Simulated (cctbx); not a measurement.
**A disordered crystal of nominal Ti3Mo5**

Cell a = 7.5860 Å, b = 7.5860 Å, c = 5.1870 Å, α = 90.00°, β = 90.00°, γ = 120.00°; space group P6_3/mcm (no. 193); nominal formula Ti3Mo5.

The data are simulated with cctbx, not measured: Mo Kα, λ = 0.71073 Å, to d = 0.75 Å, 70 % of the full sphere, strongest reflection 70000 counts, noise from counting, a 3 % proportional error and a noise floor of 8 counts (s.d.); no absorption.

With every site full:

```text
Rint 0.025, 135 unique reflections to 0.75 A
cycle     R1     wR2    GooF  max shift (A)
   1  0.3423  0.7190  56.786   0.00551
   2  0.1110  0.3129  24.711   0.00034
final R1 0.1106 wR2 0.3129 GooF 24.708  parameters 10  data/parameter 13.5
atom        x        y        z      Ueq    occ   su(xyz)  su(Uiso or U11)
Mo1    0.00000  0.76157  0.75000   0.0292  1.000  0.00068  0.0031
Mo2    0.33333  0.66667  0.50000   0.0117  1.000  0.00000  0.0020
Ti2    0.00000  0.38175  0.75000  -0.0013  1.000  0.00077  0.0029  NPD
difference map: max 13.02 min -2.21 rms 1.52
Q1    0.0000  0.3984  0.7500    6   13.21  0.13 A from Ti2
Q2    0.3333  0.6667  0.0000    4    9.74  0.00 A from Mo2
Q3    0.0000  0.2691  0.2500    6    4.79  0.23 A from Mo1
Q4    0.0000  0.4349  0.2500    6    1.61  1.39 A from Ti2
Q5    0.0667  0.3778  0.2500   12    1.46  0.92 A from Mo1
Q6    0.2712  0.5900  0.2500   12    0.82  1.40 A from Mo2
```

With the occupancies of the suspect sites free, each still typed as its main element:

```text
Rint 0.025, 135 unique reflections to 0.75 A
cycle     R1     wR2    GooF  max shift (A)
   1  0.3531  0.7163  57.029   0.00675
   7  0.0070  0.0193   1.538   0.00000
final R1 0.0070 wR2 0.0193 GooF 1.535  parameters 12  data/parameter 11.2
atom        x        y        z      Ueq    occ   su(xyz)  su(Uiso or U11)
Mo1    0.00000  0.76080  0.75000   0.0263  0.811  0.00004  0.0002
Mo2    0.33333  0.66667  0.50000   0.0185  1.000  0.00000  0.0001
Ti2    0.00000  0.38232  0.75000   0.0186  1.365  0.00005  0.0002
su of occupancy Mo1: 0.002
su of occupancy Ti2: 0.004
difference map: max 0.31 min -0.31 rms 0.07
Q1    0.3333  0.6667  0.2500    4    0.33  1.30 A from Mo2
Q2    0.0000  0.0000  0.2500    2    0.33  1.81 A from Mo1
Q3    0.1664  0.3395  0.7500   12    0.23  1.14 A from Mo1
Q4    0.0643  0.3594  0.2500   12    0.20  0.79 A from Mo1
Q5    0.0000  0.3897  0.7500    6    0.20  0.06 A from Ti2
Q6    0.1815  0.5286  0.7500   12    0.18  1.26 A from Ti2
```

**Question.** What is the disorder?

X-rays count electrons. Mo1 refines to 0.811(0.002), or 34.1 electrons; the site truly holds 0.6 Mo and 0.4 Ti, 34.0 electrons, which is 0.810 of Mo; Ti2 refines to 1.365(0.004), or 30.0 electrons; the site truly holds 0.6 Ti and 0.4 Mo, 30.0 electrons, which is 1.364 of Ti. A value under 1 can't tell vacancies from a lighter guest, and one over 1 needs a heavier guest; chemistry or a second radiation must settle which. Occupancy correlates with U and the scale, and the two elements' form factors differ in shape, so the match is approximate.

Freeing them takes R1 from 0.1106 to 0.0070 and GooF from 24.71 to 1.53.

The model was made for the exercise: a known structure type with other elements put in, its volume estimated, not relaxed; displacement parameters are assumed.

[Middle refinement cycles are left out of these outputs.]

[Logs are printed without paths, hosts, clocks, repeated set-up lines and the standing remarks that a program may print on its own settings, such as how far it seeks lower states.]
